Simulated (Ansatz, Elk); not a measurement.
**Bonding as seen by X-rays: K2MoCl4**

Structure refinements treat a crystal as free atoms side by side. For a made-up structure of K2MoCl4 (cell and positions from a PBE relaxation) the runs below show what the calculated density changes in F(hkl).

Program: Elk 11.2.3 (patched build). Level of theory: DFT, PBE, all-electron APW+lo, Dirac cores, scalar-relativistic bands, static density, no spin. Results are calculated unless marked as measured.

The structure was built from a prototype and need not be the compound's stable phase.

### 1. Set-up

Symmetry: P4/mmm, No. 123, tetragonal system. The conventional cell has a = 7.537 Å, b = 7.537 Å, c = 3.488 Å, α = 90.00°, β = 90.00°, γ = 90.00°. Mo has 4 Cl at 2.42 Å nearest. Nearest to K lie 8 Cl at 3.19 Å and 2 K at 3.49 Å. Nearest to Cl lie 1 Mo at 2.42 Å and 4 K at 3.19 Å. Farther neighbours and most contacts between anions are not listed.

### 2. Ground state and structure factors

An all-electron density is needed, since X-rays see the cores too. Task 0 finds the density and task 195 Fourier-transforms it; tshift is off so that phases refer to the origin typed.

elk.in

```
tasks
  0
  195

xctype
  20

spinpol
  .false.

rgkmax
  7.0

gmaxvr
  14.0

lmaxo
  7

lmaxapw
  8

swidth
  0.002

tshift
  .false.

ramdisk
  .false.

hmaxvr
  5.5

maxscl
  120

epspot
  1e-06

sppath
  './'

avec
  14.24369879658 -0.00000000000 0.00000000000
  -0.00000000000 14.24369879658 0.00000000000
  0.00000000000 0.00000000000 6.59088522083

atoms
  3
  'Mo.in'
  1
  0.0000000000 0.0000000000 0.0000000000   0.000000 0.000000 0.000000
  'K.in'
  2
  0.5000000000 0.0000000000 0.5000000000   0.000000 0.000000 0.000000
  0.0000000000 0.5000000000 0.5000000000   0.000000 0.000000 0.000000
  'Cl.in'
  4
  0.2265940776 0.7734059224 0.0000000000   0.000000 0.000000 0.000000
  0.7734059224 0.7734059224 0.0000000000   0.000000 0.000000 0.000000
  0.7734059224 0.2265940776 0.0000000000   0.000000 0.000000 0.000000
  0.2265940776 0.2265940776 0.0000000000   0.000000 0.000000 0.000000

ngridk
  3 3 7
```

The run is started by

```console
$ OMP_NUM_THREADS=4 elk
```

Numbers of over 12 decimals in the logs are rounded to 6 here.

What it wrote:

```text
┌─────────────────────────┐
│ Elk code version 11.2.3 │
└─────────────────────────┘

All units are atomic (Hartree, Bohr, etc.)

┌─────────────────────────────────────────────────┐
│ Ground-state run starting from atomic densities │
└─────────────────────────────────────────────────┘

Lattice vectors :
   14.24369880      -0.000000000       0.000000000
  -0.000000000       14.24369880       0.000000000
   0.000000000       0.000000000       6.590885221

Reciprocal lattice vectors :
  0.4411203436       0.000000000      -0.000000000
   0.000000000      0.4411203436      -0.000000000
  -0.000000000      -0.000000000      0.9533143268

Unit cell volume      :    1337.178272
Brillouin zone volume :   0.1855027251

Muffin-tin inner radius fraction :   0.1000000000E-01

Nuclei treated as point charges

Species : 1 (Mo)
 parameters loaded from : Mo.in
 name : molybdenum
 nuclear charge    :   -42.00000000
 electronic charge :    42.00000000
 atomic mass :    174887.9214
 muffin-tin radius :    2.445315013
 number of radial points in muffin-tin :   1193
 inner part over the whole radius :   0.9941651074E-02
 number on inner part of muffin-tin    :    847
 approximate nuclear radius :   0.8334154960E-04
 number of mesh points to nuclear radius :    421
 atomic positions (lattice), magnetic fields (Cartesian) :
  1 :   0.00000000  0.00000000  0.00000000    0.00000000  0.00000000  0.00000000

Species : 2 (K)
 parameters loaded from : K.in
 name : potassium
 nuclear charge    :   -19.00000000
 electronic charge :    19.00000000
 atomic mass :    71271.84090
 muffin-tin radius :    2.400000000
 number of radial points in muffin-tin :    993
 inner part over the whole radius :   0.9891652203E-02
 number on inner part of muffin-tin    :    697
 approximate nuclear radius :   0.6514746337E-04
 number of mesh points to nuclear radius :    319
 atomic positions (lattice), magnetic fields (Cartesian) :
  1 :   0.50000000  0.00000000  0.50000000    0.00000000  0.00000000  0.00000000
  2 :   0.00000000  0.50000000  0.50000000    0.00000000  0.00000000  0.00000000

Species : 3 (Cl)
 parameters loaded from : Cl.in
 name : chlorine
 nuclear charge    :   -17.00000000
 electronic charge :    17.00000000
 atomic mass :    64626.86550
 muffin-tin radius :    2.069112703
 number of radial points in muffin-tin :    793
 inner part over the whole radius :   0.9983588903E-02
 number on inner part of muffin-tin    :    554
 approximate nuclear radius :   0.6305718926E-04
 number of mesh points to nuclear radius :    254
 atomic positions (lattice), magnetic fields (Cartesian) :
  1 :   0.22659408 -0.22659408  0.00000000    0.00000000  0.00000000  0.00000000
  2 :  -0.22659408 -0.22659408  0.00000000    0.00000000  0.00000000  0.00000000
  3 :  -0.22659408  0.22659408  0.00000000    0.00000000  0.00000000  0.00000000
  4 :   0.22659408  0.22659408  0.00000000    0.00000000  0.00000000  0.00000000

Total number of atoms per unit cell :    7
Total muffin-tin volume :    325.4827764
 ratio of muffin-tin to unit cell volume :   0.2434101594

Spin treatment :
 spin-unpolarised

Number of Bravais lattice symmetries :   16
Number of crystal symmetries         :   16
Crystal has inversion symmetry
Real symmetric eigensolver will be used

k-point grid :      3     3     7
k-point offset :    0.000000000       0.000000000       0.000000000
k-point set is reduced with full crystal symmetry group
Total number of k-points :       12

Muffin-tin radius times maximum |G+k| :    7.000000000
 using average radius
Maximum |G+k| for APW functions       :    3.156857316
Maximum (1/2)|G+k|²                   :    4.982874056
Maximum |G| for potential and density :    14.00000000
Constant for pseudocharge density :    9
 order of it for each species :   16  16  16
 order of it for pair densities of each species (exact exchange by exxq0 0: 17) :   12  11   8
Radial integration step length :    1

G-vector grid sizes :     64    64    30
Number of G-vectors :    61993

[...]
xc potential                :     -393.08752555655
 exchange                    :     -297.06186390788
 correlation                 :     -6.364192
 electron entropic           :    -0.35331335665351E-02
 total energy                :     -7101.6129208349

Density of states at Fermi energy :    288.6806254
 (states/Hartree/unit cell)

Estimated indirect band gap :   0.1684942042E-02
 from k-point 10 to k-point 8
Estimated direct band gap   :   0.2585883803E-02
 at k-point 8

Charges :
 core                        :    88.00000000
 valence                     :    60.00000000
 interstitial                :    11.88992636
 muffin-tins (core leakage)
  species : 1 (Mo)
[...]
species : 2 (K)
[...]
species : 3 (Cl)
[...]
total in muffin-tins        :    136.1100736
 total calculated charge     :    147.9992483
 total charge                :    148.0000000
 error                       :   0.7516600425E-03

RMS change in Kohn-Sham potential (target) :   0.3609177897     (  0.1000000000E-05)
Absolute change in total energy (target)   :   0.3555038077     (  0.1000000000E-03)

[... loops 3 to 14 left out ...]

┌──────────────────┐
│ Loop number : 15 │
└──────────────────┘

Energies :
 Fermi                       :     0.115041
 sum of occupied eigenvalues :     -4158.9692802893
 electron kinetic            :      7266.3918174446
 core electron kinetic       :      7023.8448418304
 Coulomb                     :     -14062.895284570
 Coulomb potential           :     -11031.405420966
 nuclear-nuclear             :     -681.00250717379
 electron-nuclear            :     -15746.661204616
 Hartree                     :      2364.7684272195
 Madelung                    :     -8547.1925740872
 xc potential                :     -393.95567676816
 exchange                    :     -297.24072452306
 correlation                 :     -6.368545
 electron entropic           :    -0.40413699015120E-02
 total energy                :     -7100.1167775567

Density of states at Fermi energy :    338.7062467
 (states/Hartree/unit cell)

Estimated indirect band gap :   0.2760708038E-03
 from k-point 9 to k-point 8
Estimated direct band gap   :   0.8908570340E-03
 at k-point 8

Charges :
 core                        :    88.00000000
 valence                     :    60.00000000
 interstitial                :    11.71999828
 muffin-tins (core leakage)
  species : 1 (Mo)
[...]
species : 2 (K)
[...]
species : 3 (Cl)
[...]
total in muffin-tins        :    136.2800017
 total calculated charge     :    147.9992996
 total charge                :    148.0000000
 error                       :   0.7003738143E-03

RMS change in Kohn-Sham potential (target) :   0.3576645005E-06 (  0.1000000000E-05)
Absolute change in total energy (target)   :   0.6904730617E-04 (  0.1000000000E-03)

Convergence targets achieved

┌──────────────────┐
│ Loop number : 16 │
└──────────────────┘

Energies :
 Fermi                       :     0.115041
 sum of occupied eigenvalues :     -4158.9692783593
 electron kinetic            :      7266.3918171525
 core electron kinetic       :      7023.8448432727
 Coulomb                     :     -14062.895281238
 Coulomb potential           :     -11031.405411036
 nuclear-nuclear             :     -681.00250717379
 electron-nuclear            :     -15746.661207345
 Hartree                     :      2364.7684332811
 Madelung                    :     -8547.1925757194
 xc potential                :     -393.95568447551
 exchange                    :     -297.24072400994
 correlation                 :     -6.368545
 electron entropic           :    -0.40413559445223E-02
 total energy                :     -7100.1167740317

Density of states at Fermi energy :    338.7048130
 (states/Hartree/unit cell)

Estimated indirect band gap :   0.2760994164E-03
 from k-point 9 to k-point 8
Estimated direct band gap   :   0.8908781527E-03
 at k-point 8

Charges :
 core                        :    88.00000000
 valence                     :    60.00000000
 interstitial                :    11.71999880
 muffin-tins (core leakage)
  species : 1 (Mo)
[...]
species : 2 (K)
[...]
species : 3 (Cl)
[...]
atom 2                    :    15.30974922     (  0.4073424383E-04)
   atom 3                    :    15.30974922     (  0.4073424383E-04)
   atom 4                    :    15.30974922     (  0.4073424383E-04)
 total in muffin-tins        :    136.2800012
 total calculated charge     :    147.9992996
 total charge                :    148.0000000
 error                       :   0.7003745657E-03

┌──────────────────────────────┐
│ Self-consistent loop stopped │
└──────────────────────────────┘

Wrote STATE.OUT
```

Wall time 41 s (4 threads of INTEL XEON PLATINUM 8581C at 2.10GHz (Emerald Rapids), shared host); peak memory 0.32 GiB.

SFACRHO.OUT:

```text

h k l indices transformed by vhmat matrix:
   1.000000000       0.000000000       0.000000000    
   0.000000000       1.000000000       0.000000000    
   0.000000000       0.000000000       1.000000000    

      h      k      l  multipl.   |H|            Re(F)            Im(F)           |F|

      0      0      0      1   0.0000000       148.00000      0.69989721E-16   148.00000    
      1      0      0      4  0.44112034       49.924738      0.23196345E-14   49.924738    
     -1      1      0      4  0.62383837       6.3281051     -0.20582454E-14   6.3281051    
      0     -2      0      4  0.88224069       13.381987     -0.75388123E-14   13.381987    
      0      0      1      2  0.95331433       60.887771      0.32956337E-14   60.887771    
     -1     -2      0      8  0.98637507       28.098842     -0.23196345E-14   28.098842    
      0     -1      1      8   1.0504263       43.059932      -0.0000000       43.059932    
      1      1     -1      8   1.1392904       64.746902      0.34794518E-14   64.746902    
      2      2      0      4   1.2476767       107.63842     -0.28995432E-13   107.63842    
      2      0     -1      8   1.2989060      -41.356317      0.98584468E-14   41.356317    
      0      3      0      4   1.3233610       12.350264     -0.92785382E-14   12.350264    
     -1      2      1     16   1.3717667       25.913760      0.23196345E-14   25.913760    
     -1      3      0      8   1.3949450       2.8117806     -0.21456620E-13   2.8117806    
      2      2      1      8   1.5701928       46.054625     -0.13917807E-13   46.054625    
      3     -2      0      8   1.5904820       49.049431     -0.18557076E-13   49.049431    
      0      3     -1      8   1.6309790       12.233070      0.23196345E-13   12.233070    
     -1      3     -1     16   1.6895798       52.111121      0.16817350E-13   52.111121    
      0      4      0      4   1.7644814       87.763122     -0.20876711E-13   87.763122
```

Elk indexes on the primitive cell of elk.in and gives |H| = 4π sin θ/λ in inverse bohr. Below, one row stands for each form hkl of the conventional cell (m members, Friedel mates merged), F is for one primitive cell and the density is static (no thermal factor). Free-atom factors are Waasmaier and Kirfel's, and R is Σm||F|−|F'||/Σm|F|.

```csv
hkl,m,sin θ/λ (Å⁻¹),"abs F, DFT",neutral atoms,diff.
100,4,0.066,49.925,49.835,+0.090
110,4,0.094,6.328,6.503,-0.175
200,4,0.133,13.382,14.109,-0.727
001,2,0.143,60.888,60.638,+0.249
210,8,0.148,28.099,28.315,-0.216
101,8,0.158,43.060,43.250,-0.190
111,8,0.171,64.747,65.006,-0.259
220,4,0.188,107.638,107.354,+0.284
201,8,0.195,41.356,40.758,+0.598
300,4,0.199,12.350,12.698,-0.348
211,16,0.206,25.914,26.233,-0.320
310,8,0.210,2.812,2.884,-0.072
221,8,0.236,46.055,46.276,-0.221
320,8,0.239,49.049,49.036,+0.013
301,8,0.245,12.233,12.556,-0.323
311,16,0.254,52.111,52.172,-0.061
400,4,0.265,87.763,87.876,-0.113
410,8,0.274,34.476,34.519,-0.043
```

### 3. The highest occupied states alone

An energy window below the Fermi level keeps the highest occupied states, to see at which angles they scatter; shallow core shells can lie inside it and anion s states outside. No new self-consistency is needed.

elk.in: that of step 2 with these lines changed.

```diff
@@ -1,3 +1,2 @@
 tasks
-  0
   195
@@ -40,2 +39,5 @@
 
+wsfac
+  -0.325950 0.415040
+
 sppath
```

The run is started by

```console
$ OMP_NUM_THREADS=4 elk
```

What it wrote:

```text
┌─────────────────────────────────┐
│ Elk code version 11.2.3 started │
└─────────────────────────────────┘

Info(readinput): the functional depends on the density's gradient
 muffin-tin radial points multiplied by    2.00000
 (not where nrmtscf is given)

┌────────────────────┐
│ Current task : 195 │
└────────────────────┘
Info(checkmt): changed muffin-tin radius of species 1 (Mo) from   2.6000 to   2.4453
Info(checkmt): changed muffin-tin radius of species 3 (Cl) from   2.2000 to   2.0691

Info(sfacrho): density structure factors written to SFACRHO.OUT

 Energy window :  -0.3259500000      0.4150400000

┌──────────────────┐
│ Elk code stopped │
└──────────────────┘
```

The job ended after 18 s (4 threads; peak memory 0.22 GiB; 20 s of CPU time).

States within 12 eV below the Fermi level hold 28.00 electrons; any levels below the window count with the cores. Their amplitudes can exceed the total, where window and core parts have opposite phase:

```csv
hkl,sin θ/λ (Å⁻¹),"abs F, window","abs F, all"
100,0.066,7.336,49.925
110,0.094,3.887,6.328
200,0.133,9.520,13.382
001,0.143,13.893,60.888
210,0.148,0.880,28.099
101,0.158,3.337,43.060
111,0.171,1.829,64.747
220,0.188,8.901,107.638
201,0.195,5.731,41.356
300,0.199,1.437,12.350
```

### 4. Another functional

The difference from free atoms is small, so it is set against the change that LDA (Perdew-Wang) makes.

elk.in: that of step 3 with these lines changed.

```diff
@@ -1,2 +1,3 @@
 tasks
+  0
   195
@@ -4,3 +5,3 @@
 xctype
-  20
+  3
 
@@ -39,5 +40,2 @@
 
-wsfac
-  -0.325950 0.415040
-
 sppath
```

The run is started by

```console
$ OMP_NUM_THREADS=4 elk
```

What it wrote:

```text
┌─────────────────────────┐
│ Elk code version 11.2.3 │
└─────────────────────────┘

All units are atomic (Hartree, Bohr, etc.)

┌─────────────────────────────────────────────────┐
│ Ground-state run starting from atomic densities │
└─────────────────────────────────────────────────┘

Lattice vectors :
   14.24369880      -0.000000000       0.000000000
  -0.000000000       14.24369880       0.000000000
   0.000000000       0.000000000       6.590885221

Reciprocal lattice vectors :
  0.4411203436       0.000000000      -0.000000000
[...]
interstitial                :    11.88539350
 muffin-tins (core leakage)
  species : 1 (Mo)
[...]
species : 2 (K)
[...]
species : 3 (Cl)
[...]
atom 3                    :    15.27433096     (  0.3368932074E-04)
   atom 4                    :    15.27433096     (  0.3368932074E-04)
 total in muffin-tins        :    136.1146065
 total calculated charge     :    147.9993388
 total charge                :    148.0000000
 error                       :   0.6612470644E-03

┌──────────────────────────────┐
│ Self-consistent loop stopped │
└──────────────────────────────┘

Wrote STATE.OUT
[key lines of the parts left out:]
total energy                :     -7087.7173958503
```

The job ended after 28 s (4 threads; peak memory 0.29 GiB).

Against the first run R = 0.05 %; the largest change is -0.129 at 220.

### 5. Basis size

A smaller basis shows how fast F responds to it; the change is likely larger than the basis error of the first run, but doesn't show convergence.

elk.in: that of step 4 with these lines changed.

```diff
@@ -5,3 +5,3 @@
 xctype
-  3
+  20
 
@@ -11,3 +11,3 @@
 rgkmax
-  7.0
+  5.5
```

The run is started by

```console
$ OMP_NUM_THREADS=4 elk
```

What it wrote:

```text
┌─────────────────────────┐
│ Elk code version 11.2.3 │
└─────────────────────────┘

All units are atomic (Hartree, Bohr, etc.)

┌─────────────────────────────────────────────────┐
│ Ground-state run starting from atomic densities │
└─────────────────────────────────────────────────┘

Lattice vectors :
   14.24369880      -0.000000000       0.000000000
  -0.000000000       14.24369880       0.000000000
   0.000000000       0.000000000       6.590885221

Reciprocal lattice vectors :
  0.4411203436       0.000000000      -0.000000000
[...]
interstitial                :    12.01081697
 muffin-tins (core leakage)
  species : 1 (Mo)
[...]
species : 2 (K)
[...]
species : 3 (Cl)
[...]
atom 3                    :    15.25996919     (  0.4045879616E-04)
   atom 4                    :    15.25996919     (  0.4045879616E-04)
 total in muffin-tins        :    135.9891830
 total calculated charge     :    147.9994592
 total charge                :    148.0000000
 error                       :   0.5407647261E-03

┌──────────────────────────────┐
│ Self-consistent loop stopped │
└──────────────────────────────┘

Wrote STATE.OUT
[key lines of the parts left out:]
total energy                :     -7099.9644719226
```

It took 33 s on 4 threads; peak memory 0.28 GiB.

Against the first run R = 0.08 %; the largest change is -0.114 at 002.

### 6. Settings against the effect

```
              run  R against the first run (%)  R against neutral atoms, low angle (%)  wall time
    PBE, rgkmax 7                         0.00                                    0.50       41 s
LDA (Perdew-Wang)                         0.05                                    0.48       28 s
       rgkmax 5.5                         0.08                                    0.55       33 s
```

### 7. Results

```yaml
r_against_neutral_atoms_sin_theta_lambda_0p3_a_minus1: 0.50 %
r_against_neutral_atoms_0p3_to_0p62_a_minus1: 0.30 %
```

**Reading.** Independent neutral atoms miss the calculated amplitudes by R = 0.50 % below 0.3 Å⁻¹ and 0.30 % from there to 0.62 Å⁻¹; by shells, 0.99 % below 0.15 Å⁻¹ (5 forms), 0.45 % 0.15 to 0.3 (18 forms), 0.39 % 0.3 to 0.45 (42 forms), 0.25 % above 0.45 (84 forms). Bonding, aspherical density and the tables' own atoms all enter these figures, and the runs don't part them. The largest change of an amplitude is -0.73 electrons, at 200. The window's part falls from 28.0 electrons at the origin to at most 0.50 between 0.45 and 0.62 Å⁻¹. Below 0.3 Å⁻¹ the changes that finished (LDA (Perdew-Wang) and rgkmax 5.5) move F by R = 0.09 % at most, against the 0.50 % that separates it from free atoms. The k-mesh has no finished test. These runs have no spin, though d or f shells may be open. Part of the difference isn't bonding: the tables are fits to free atoms and ions calculated by other methods than this functional. Thermal motion, anomalous dispersion and extinction are left out.

[Logs are printed without paths, hosts, clocks, repeated set-up lines and the standing remarks that a program may print on its own settings, such as how far it seeks lower states.]

[Hosts, paths, dates, database ids (printed as entryN), source tags and the programs' standing remarks are cut or masked in the printed files.]
